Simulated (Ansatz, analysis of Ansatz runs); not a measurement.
# Reproducing a measured migration barrier: interstitial N in bcc Nb, hop from an octahedral to the next octahedral site, part 2 of 3

Aim: the migration barrier of interstitial N in bcc Nb, hop from an octahedral to the next octahedral site, to be set beside the measurement. Set-up: PBE, 32-site cell, PBE lattice, 420 eV, k: 4x4x4 Gamma-centred, zero-point energy of the moving atom added. The model is a cell of 32 host atoms with 1 N put in. The barrier is the energy of the highest image of a climbing band over the relaxed site that the atom leaves.

Ansatz 0.2.0; PBE, 32-site cell, PBE lattice, 420 eV, k: 4x4x4 Gamma-centred, zero-point energy of the moving atom added.

So far: Set-up; Relaxation, charge 0.

**3. Nudged elastic band**

A band of images joins the two ends; its highest image climbs to the saddle, whose energy over the site left is the barrier.

This step: plane-wave PAW DFT, PBE; nudged elastic band between two relaxed defect structures at fixed charge.

Contents of neb/input.yaml:

```yaml
crystal:
  lattice:
    - [0.0, 6.61676841, 6.61676841]
    - [6.61676841, 0.0, 6.61676841]
    - [6.61676841, 6.61676841, 0.0]
  atoms:
    - { symbol: Nb, position: [-0.010490541, -0.010490541, 0.010490541] }
    - { symbol: Nb, position: [0.118485565, 0.118485565, 0.13610791] }
    - { symbol: Nb, position: [0.249993007, 0.249993007, 0.250006993] }
    - { symbol: Nb, position: [0.375, 0.375, 0.388514355] }
    - { symbol: Nb, position: [6.993e-06, 6.993e-06, 0.499993007] }
    - { symbol: Nb, position: [0.118485565, 0.118485565, 0.62692096] }
    - { symbol: Nb, position: [0.220125034, 0.220125034, 0.779874966] }
    - { symbol: Nb, position: [0.375, 0.375, 0.861485645] }
    - { symbol: Nb, position: [0.001370261, 0.498540036, -0.001370261] }
    - { symbol: Nb, position: [0.133607551, 0.616392449, 0.125] }
    - { symbol: Nb, position: [0.251459964, 0.748629739, 0.251370261] }
    - { symbol: Nb, position: [0.37692096, 0.88610791, 0.368485565] }
    - { symbol: Nb, position: [0.001370261, 0.498540036, 0.501459964] }
    - { symbol: Nb, position: [0.138514355, 0.611485645, 0.625] }
    - { symbol: Nb, position: [0.251459964, 0.748629739, 0.748540036] }
    - { symbol: Nb, position: [0.37307904, 0.86389209, 0.881514435] }
    - { symbol: Nb, position: [0.498540036, 0.001370261, -0.001370261] }
    - { symbol: Nb, position: [0.616392449, 0.133607551, 0.125] }
    - { symbol: Nb, position: [0.748629739, 0.251459964, 0.251370261] }
    - { symbol: Nb, position: [0.88610791, 0.37692096, 0.368485565] }
    - { symbol: Nb, position: [0.498540036, 0.001370261, 0.501459964] }
    - { symbol: Nb, position: [0.611485645, 0.138514355, 0.625] }
    - { symbol: Nb, position: [0.748629739, 0.251459964, 0.748540036] }
    - { symbol: Nb, position: [0.86389209, 0.37307904, 0.881514435] }
    - { symbol: Nb, position: [0.500006993, 0.500006993, -6.993e-06] }
    - { symbol: Nb, position: [0.631514435, 0.631514435, 0.11389209] }
    - { symbol: Nb, position: [0.760490541, 0.760490541, 0.239509459] }
    - { symbol: Nb, position: [0.875, 0.875, 0.383607551] }
    - { symbol: Nb, position: [0.529874966, 0.529874966, 0.470125034] }
    - { symbol: Nb, position: [0.631514435, 0.631514435, 0.62307904] }
[... 2 lines left out ...]
    - { symbol: "N", position: [0.375, 0.375, 0.625] }
basis:
  ecutwfc: 420
  xc_grid: 2
hamiltonian:
  xc: pbe
kpoints:
  mp_grid: { grid: [4, 4, 4] }
scf:
  occupations: { method: methfessel_paxton, width: 0.1 }
  max_iter: 120
output:
  forces: true
neb:
  images: 3
  f_tol: 0.04
  climbing: true
  initial_path: idpp
  max_iterations: 45
  order_check: false
  final_atoms:
[... 24 lines left out ...]
    - { symbol: Nb, position: [0.507758617, 0.499629386, -0.012958496] }
    - { symbol: Nb, position: [0.624873913, 0.625090276, 0.124519751] }
    - { symbol: Nb, position: [0.751244186, 0.74294267, 0.256757079] }
    - { symbol: Nb, position: [0.87761446, 0.875179999, 0.374609473] }
    - { symbol: Nb, position: [0.487730118, 0.501550272, 0.498149477] }
    - { symbol: Nb, position: [0.626237162, 0.626557297, 0.623156502] }
    - { symbol: Nb, position: [0.740136213, 0.758064703, 0.754663908] }
    - { symbol: Nb, position: [0.865753647, 0.887040812, 0.883640017] }
    - { symbol: "N", position: [0.251244186, 0.501550272, 0.498149477] }
```

The run is started by

```console
$ ansatz run input.yaml --threads 8 --pin off --max-ram 14131MiB --backend cpu --events-out ev --progress --plain --runs-dir out
```

Numbers of over 12 decimals in the logs are rounded to 6 here.

The program printed:

```text
[...]
Warning: neb: disabling space-group detection — the band's intermediate images generally break the endpoint symmetry, so no spatial operation reduces the k-mesh or symmetrises the density, except that a semilocal band can use its path's symmetry ahead of [...]
[...]
NEB image 0
Crystal: 33 atoms, lattice volume = 579.386 Å³
Basis set: ecut = 420 eV, 11311 PW (Γ), exchange–correlation on 128×128×128 points (8 copies of the dense FFT grid, shifted against one another)
Bands: 253, of which v1, the nominal top of the filled ones, is band 211 counted from 1 (210 counted from 0)
Symmetry: 1 space group operations
k-points: 36 of 64 (time reversal used)
[...]
SCF iter   1: F=—  HF=-146059.459269 eV  |F-HF|=—  |Δ(HF+E_count)|=         —  Δρ=4.07e-3  dr2=1.34e-1  ethr=1.77e-3  ⟨swp⟩=6.1  Hψ=35818  notcnv=0
[...]
SCF iter   7: F=-146059.438489 eV  HF=-146059.438489 eV  |F-HF|=1.01e-8  |Δ(HF+E_count)|=   5.55e-8  S|Δr|=    0.00e0  Δρ=1.47e-6  dr2=1.79e-8  ethr=2.38e-11  ⟨swp⟩=4.0  Hψ=26826  notcnv=0
SCF 1 converged in 7 iterations: F = -146059.438489 eV  dr2 = 1.79e-8
[...]
NSCF: frozen V_eff on 36 k-points
NEB image 4
SCF iter   1: F=—  HF=-146059.459305 eV  |F-HF|=—  |Δ(HF+E_count)|=         —  Δρ=4.07e-3  dr2=1.34e-1  ethr=1.77e-3  ⟨swp⟩=6.1  Hψ=35898  notcnv=0
[...]
SCF iter   7: F=-146059.438489 eV  HF=-146059.438489 eV  |F-HF|=9.55e-9  |Δ(HF+E_count)|=   5.40e-8  S|Δr|=    0.00e0  Δρ=1.46e-6  dr2=1.72e-8  ethr=2.38e-11  ⟨swp⟩=4.0  Hψ=26816  notcnv=0
SCF 2 converged in 7 iterations: F = -146059.438489 eV  dr2 = 1.72e-8
[...]
NEB end point (image 0): max|allowed force component| = 1.526e-2 eV/Å (the criterion of neb.relax_end_points is 1.000e-2)
NEB end point (image 4): max|allowed force component| = 1.523e-2 eV/Å (the criterion of neb.relax_end_points is 1.000e-2)
NEB image 1
SCF iter   1: F=—  HF=-146058.452966 eV  |F-HF|=—  |Δ(HF+E_count)|=         —  Δρ=4.42e-3  dr2=1.84e-1  ethr=1.77e-3  ⟨swp⟩=5.9  Hψ=35691  notcnv=0
[...]
SCF iter   7: F=-146058.426552 eV  HF=-146058.426552 eV  |F-HF|=6.81e-9  |Δ(HF+E_count)|=   2.45e-8  S|Δr|=    0.00e0  Δρ=1.30e-6  dr2=1.31e-8  ethr=2.38e-11  ⟨swp⟩=4.0  Hψ=24729  notcnv=0
SCF 3 converged in 7 iterations: F = -146058.426552 eV  dr2 = 1.31e-8
NEB image 2
SCF iter   1: F=—  HF=-146057.540429 eV  |F-HF|=—  |Δ(HF+E_count)|=         —  Δρ=5.04e-3  dr2=2.79e-1  ethr=1.77e-3  ⟨swp⟩=6.2  Hψ=35519  notcnv=0
[...]
SCF iter   7: F=-146057.505370 eV  HF=-146057.505370 eV  |F-HF|=9.05e-9  |Δ(HF+E_count)|=   2.34e-8  S|Δr|=    0.00e0  Δρ=1.30e-6  dr2=1.45e-8  ethr=2.38e-11  ⟨swp⟩=4.0  Hψ=24675  notcnv=0
SCF 4 converged in 7 iterations: F = -146057.505370 eV  dr2 = 1.45e-8
NEB image 3
SCF iter   1: F=—  HF=-146058.561738 eV  |F-HF|=—  |Δ(HF+E_count)|=         —  Δρ=4.41e-3  dr2=1.72e-1  ethr=1.77e-3  ⟨swp⟩=7.8  Hψ=34293  notcnv=0
the mixing steps aren't corrected for partly filled atomic shells, since the memory limit or a GPU had no room for it. The iterations and, of several solutions, the one reached can differ
SCF iter   2: F=—  HF=-146058.544085 eV  |F-HF|=—  |Δ(HF+E_count)|=   1.77e-2  S|Δr|=    0.00e0  Δρ=2.60e-3  dr2=3.93e-2  ethr=4.08e-5  ⟨swp⟩=2.0  Hψ=12046  notcnv=0
[...]
SCF iter   9: F=-146058.538105 eV  HF=-146058.538105 eV  |F-HF|=1.94e-8  |Δ(HF+E_count)|=   1.73e-8  S|Δr|=    0.00e0  Δρ=1.68e-6  dr2=2.75e-8  ethr=2.38e-11  ⟨swp⟩=4.0  Hψ=24437  notcnv=0
SCF 5 converged in 9 iterations: F = -146058.538105 eV  dr2 = 2.75e-8
NEB iter   1: max|band force component| = 3.099e0 eV/Å  barrier→ = 1.9331 eV  barrier← = 1.9331 eV  Δτ_max = 0.2000 Å  (37 SCF iters)
NEB image 1
[...]
iter 1 solved again at ethr=6.06e-4 eV; its pass at ethr=3.10e-3 eV (dr2=2.55e0 eV) is discarded
[...]
SCF iter   7: F=-146058.348296 eV  HF=-146058.348296 eV  |F-HF|=3.58e-9  |Δ(HF+E_count)|=   3.20e-8  S|Δr|=    0.00e0  Δρ=2.29e-6  dr2=2.42e-8  ethr=2.38e-11  ⟨swp⟩=2.4  Hψ=29032  notcnv=0
SCF 6 converged in 7 iterations: F = -146058.348296 eV  dr2 = 2.42e-8
NEB image 2
[...]
SCF iter   7: F=-146057.335284 eV  HF=-146057.335284 eV  |F-HF|=1.27e-8  |Δ(HF+E_count)|=   4.45e-8  S|Δr|=    0.00e0  Δρ=2.62e-6  dr2=4.08e-8  ethr=2.38e-11  ⟨swp⟩=2.4  Hψ=28813  notcnv=0
SCF 7 converged in 7 iterations: F = -146057.335284 eV  dr2 = 4.08e-8
NEB image 3
[...]
SCF iter   7: F=-146058.358750 eV  HF=-146058.358750 eV  |F-HF|=3.17e-9  |Δ(HF+E_count)|=   2.86e-8  S|Δr|=    0.00e0  Δρ=2.31e-6  dr2=2.46e-8  ethr=2.38e-11  ⟨swp⟩=2.8  Hψ=29017  notcnv=0
SCF 8 converged in 7 iterations: F = -146058.358750 eV  dr2 = 2.46e-8
NEB iter   2: max|band force component| = 1.007e0 eV/Å  barrier→ = 2.1032 eV  barrier← = 2.1032 eV  Δτ_max = 0.1063 Å  (21 SCF iters)
NEB image 1
[...]
SCF iter   7: F=-146058.681603 eV  HF=-146058.681603 eV  |F-HF|=3.41e-9  |Δ(HF+E_count)|=   9.34e-9  S|Δr|=    0.00e0  Δρ=1.56e-6  dr2=1.24e-8  ethr=2.38e-11  ⟨swp⟩=2.5  Hψ=29149  notcnv=0
SCF 9 converged in 7 iterations: F = -146058.681603 eV  dr2 = 1.24e-8
NEB image 2
[...]
SCF iter   7: F=-146057.835966 eV  HF=-146057.835966 eV  |F-HF|=1.04e-8  |Δ(HF+E_count)|=   5.79e-9  S|Δr|=    0.00e0  Δρ=1.78e-6  dr2=2.18e-8  ethr=2.38e-11  ⟨swp⟩=2.8  Hψ=28853  notcnv=0
SCF 10 converged in 7 iterations: F = -146057.835966 eV  dr2 = 2.18e-8
NEB image 3
[...]
SCF iter   7: F=-146058.695987 eV  HF=-146058.695987 eV  |F-HF|=4.07e-9  |Δ(HF+E_count)|=  8.73e-11  S|Δr|=    0.00e0  Δρ=1.60e-6  dr2=1.38e-8  ethr=2.38e-11  ⟨swp⟩=2.6  Hψ=29345  notcnv=0
SCF 11 converged in 7 iterations: F = -146058.695987 eV  dr2 = 1.38e-8
NEB iter   3: max|band force component| = 9.496e-1 eV/Å  barrier→ = 1.6025 eV  barrier← = 1.6025 eV  Δτ_max = 0.0327 Å  (21 SCF iters)
[...]
NEB iter   4: max|band force component| = 5.671e-1 eV/Å  barrier→ = 1.5696 eV  barrier← = 1.5696 eV  Δτ_max = 0.0596 Å  (18 SCF iters)
[...]
NEB iter   5: max|band force component| = 8.641e-2 eV/Å  barrier→ = 1.5470 eV  barrier← = 1.5470 eV  CI = image 2  Δτ_max = 0.0191 Å  (18 SCF iters)
[...]
NEB iter   6: max|band force component| = 3.264e-2 eV/Å  barrier→ = 1.5426 eV  barrier← = 1.5426 eV  CI = image 2  Δτ_max = 0.0157 Å  (17 SCF iters)
[...]
NEB iter   7: max|band force component| = 8.700e-2 eV/Å  barrier→ = 1.5410 eV  barrier← = 1.5410 eV  CI = image 2  Δτ_max = 0.0168 Å  (6 SCF iters)
NEB image 1
[...]
SCF iter   5: F=-146058.719898 eV  HF=-146058.719898 eV  |F-HF|=1.68e-8  |Δ(HF+E_count)|=   1.83e-8  S|Δr|=    0.00e0  Δρ=3.26e-6  dr2=4.66e-8  ethr=2.38e-11  ⟨swp⟩=4.0  Hψ=27226  notcnv=0
SCF 22 converged in 5 iterations: F = -146058.719898 eV  dr2 = 4.66e-8
NEB image 2
[...]
SCF iter   5: F=-146057.897838 eV  HF=-146057.897838 eV  |F-HF|=7.39e-9  |Δ(HF+E_count)|=   1.14e-8  S|Δr|=    0.00e0  Δρ=1.49e-6  dr2=1.56e-8  ethr=2.38e-11  ⟨swp⟩=4.0  Hψ=24856  notcnv=0
SCF 23 converged in 5 iterations: F = -146057.897838 eV  dr2 = 1.56e-8
NEB image 3
[...]
SCF iter   5: F=-146058.719802 eV  HF=-146058.719802 eV  |F-HF|=1.01e-8  |Δ(HF+E_count)|=   8.05e-8  S|Δr|=    0.00e0  Δρ=2.44e-6  dr2=2.83e-8  ethr=2.38e-11  ⟨swp⟩=4.0  Hψ=26538  notcnv=0
SCF 24 converged in 5 iterations: F = -146058.719802 eV  dr2 = 2.83e-8
NEB image 1
[...]
NEB image 3
[...]
NEB image 2
[...]
the band table was solved once a step of the walk had ended and its energy, with any forces and stress, was formed, with the checks that follow a solve (30491 applications of the Hamiltonian). They found nothing against the state; [...]
NEB iter   8: max|band force component| = 2.604e-2 eV/Å  barrier→ = 1.5407 eV  barrier← = 1.5407 eV  CI = image 2  Δτ_max = 0.0000 Å  (15 SCF iters)
SCF converged after 5 iterations
[...]
Free energy (F): -146057.897838 eV
[...]
Internal energy: -146057.904718 eV  (E = F + TS)
E sigma→0 (E₀):  -146057.899558 eV
Entropy (-TS):   0.006880 eV (0.208 meV/atom)
Fermi energy:    17.863750 eV
[...]
--- Forces (eV/Å), atoms counted from 1 ---
  atom   1  Nb     0.00023169     0.00290807     0.00316882
  atom   2  Nb     0.00320214    -0.00107519    -0.00037394
  [... 1 atom left out ...]
  atom   4  Nb     0.00439529     0.00973136     0.00592726
  [... 2 atoms left out ...]
  atom   7  Nb     0.00209596    -0.00901664     0.00754744
  atom   8  Nb    -0.00292995    -0.00385308     0.00194075
  [... 2 atoms left out ...]
  atom  11  Nb     0.00047530    -0.00147713    -0.00289360
  [... 2 atoms left out ...]
  atom  14  Nb    -0.00641507     0.00945063     0.00574184
  [... 4 atoms left out ...]
  atom  19  Nb    -0.00331424     0.00416888     0.00199631
  [... 1 atom left out ...]
  atom  21  Nb    -0.00108726    -0.00168810    -0.00093942
  atom  22  Nb     0.00233937    -0.00531196     0.00213525
  [... 6 atoms left out ...]
  atom  29  Nb     0.00185763    -0.00583542    -0.01183560
  [... 3 atoms left out ...]
  atom  33  N      0.00082818     0.00283550     0.00008702
  max |Σ_I F_I| component: 1.46e-5 eV/Å
--- Band table (eV; the first three rows and the last of 36) ---
[...]
[... further k-points left out ...]
this run last wrote the band of iteration 8 to <dir>; this run last wrote the band within `neb.f_tol` of iteration 6 to <dir>
--- NEB band (5 images, 8 band iterations, 153 SCF iterations) ---
  forward barrier  = 1.540651 eV
  backward barrier = 1.540651 eV
  lagrangian_above_aufbau_ev (what the smearing adds, to first order; not taken off the barriers): saddle image +0.001807 eV, end points +0.010541 and +0.010541 eV
  climbing image's point = of an order that was not read
  energies are F+E_penalty+E_count in eV, relative to image 0
  image     s (Å)  Δ vs image 0  max|band force component| (eV/Å)
      0    0.0000      0.000000                                 —
      1    0.5279      0.718591                          2.110e-2
  *   2    1.0558      1.540651                          1.223e-2
      3    1.5837      0.718687                          2.604e-2
      4    2.1117     -0.000000                                 —
  climbing-image geometry (image 2):
  cell:  # Å, volume = 579.3857 Å³
    - [0.0, 6.61676841, 6.61676841]
    - [6.61676841, 0.0, 6.61676841]
    - [6.61676841, 6.61676841, 0.0]
  atoms:
    - { symbol: Nb, position: [-0.000947, -0.002524, 0.002393] }
    - { symbol: Nb, position: [0.122103, 0.120304, 0.132445] }
    - { symbol: Nb, position: [0.251269, 0.247171, 0.243589] }
    - { symbol: Nb, position: [0.387559, 0.363689, 0.358177] }
    - { symbol: Nb, position: [-0.004712, 0.009223, 0.499492] }
    - { symbol: Nb, position: [0.123254, 0.124017, 0.625484] }
    - { symbol: Nb, position: [0.238659, 0.234785, 0.765011] }
    - { symbol: Nb, position: [0.373444, 0.377966, 0.874177] }
    - { symbol: Nb, position: [-0.001173, 0.502177, 0.001914] }
    - { symbol: Nb, position: [0.127259, 0.624011, 0.126035] }
    - { symbol: Nb, position: [0.252828, 0.750818, 0.249038] }
    - { symbol: Nb, position: [0.377123, 0.878544, 0.371641] }
    - { symbol: Nb, position: [0.000477, 0.498603, 0.501250] }
    - { symbol: Nb, position: [0.109562, 0.641688, 0.636202] }
    - { symbol: Nb, position: [0.249078, 0.752606, 0.751465] }
    - { symbol: Nb, position: [0.374953, 0.867387, 0.879579] }
    - { symbol: Nb, position: [0.498995, 0.002644, -0.002830] }
    - { symbol: Nb, position: [0.627119, 0.124354, 0.120702] }
    - { symbol: Nb, position: [0.753285, 0.248416, 0.247256] }
    - { symbol: Nb, position: [0.884178, 0.376196, 0.370470] }
    - { symbol: Nb, position: [0.503051, -0.002030, 0.497680] }
    - { symbol: Nb, position: [0.625766, 0.125646, 0.621893] }
    - { symbol: Nb, position: [0.748774, 0.252590, 0.747226] }
    - { symbol: Nb, position: [0.872941, 0.374336, 0.875854] }
    - { symbol: Nb, position: [0.504128, 0.500297, -0.009321] }
    - { symbol: Nb, position: [0.627451, 0.628226, 0.121250] }
    - { symbol: Nb, position: [0.753887, 0.752122, 0.247749] }
    - { symbol: Nb, position: [0.877454, 0.873818, 0.375894] }
    - { symbol: Nb, position: [0.516662, 0.512899, 0.486905] }
    - { symbol: Nb, position: [0.630958, 0.629353, 0.623710] }
    - { symbol: Nb, position: [0.742136, 0.756228, 0.752697] }
    - { symbol: Nb, position: [0.872328, 0.879144, 0.875433] }
    - { symbol: N, position: [0.313182, 0.438378, 0.561507] }
```

Wall time 37 min (8 threads of Arm Neoverse V2, shared host); peak memory 12 GiB.

Images along the path:

```csv
image,path (Å),energy (eV),"N33: x, y, z (Å)"
0,0.000,0.0000,"6.617, 6.617, 4.963"
1,0.528,0.7186,"6.616, 6.225, 4.969"
2,1.056,1.5407,"6.616, 5.788, 4.973"
3,1.584,0.7187,"6.616, 5.351, 4.977"
4,2.112,0.0000,"6.615, 4.959, 4.981"
```

Numbers from this step:

| Quantity | Value |
| --- | --- |
| free energy | -146057.8978 eV |
| smearing term TS | -0.006880 eV |
| barrier forward | 1.541 eV |
| barrier backward | 1.541 eV |

(Continued in part 3 of 3.)

[Logs are printed without paths, hosts, clocks, repeated set-up lines and the standing remarks that a program may print on its own settings, such as how far it seeks lower states.]

[Hosts, paths, dates, database ids (printed as entryN), source tags and the programs' standing remarks are cut or masked in the printed files.]

[For some hosts the program warned that the k-mesh of the response run may be too coarse for force constants and the static dielectric constant; such warnings are not shown here.]
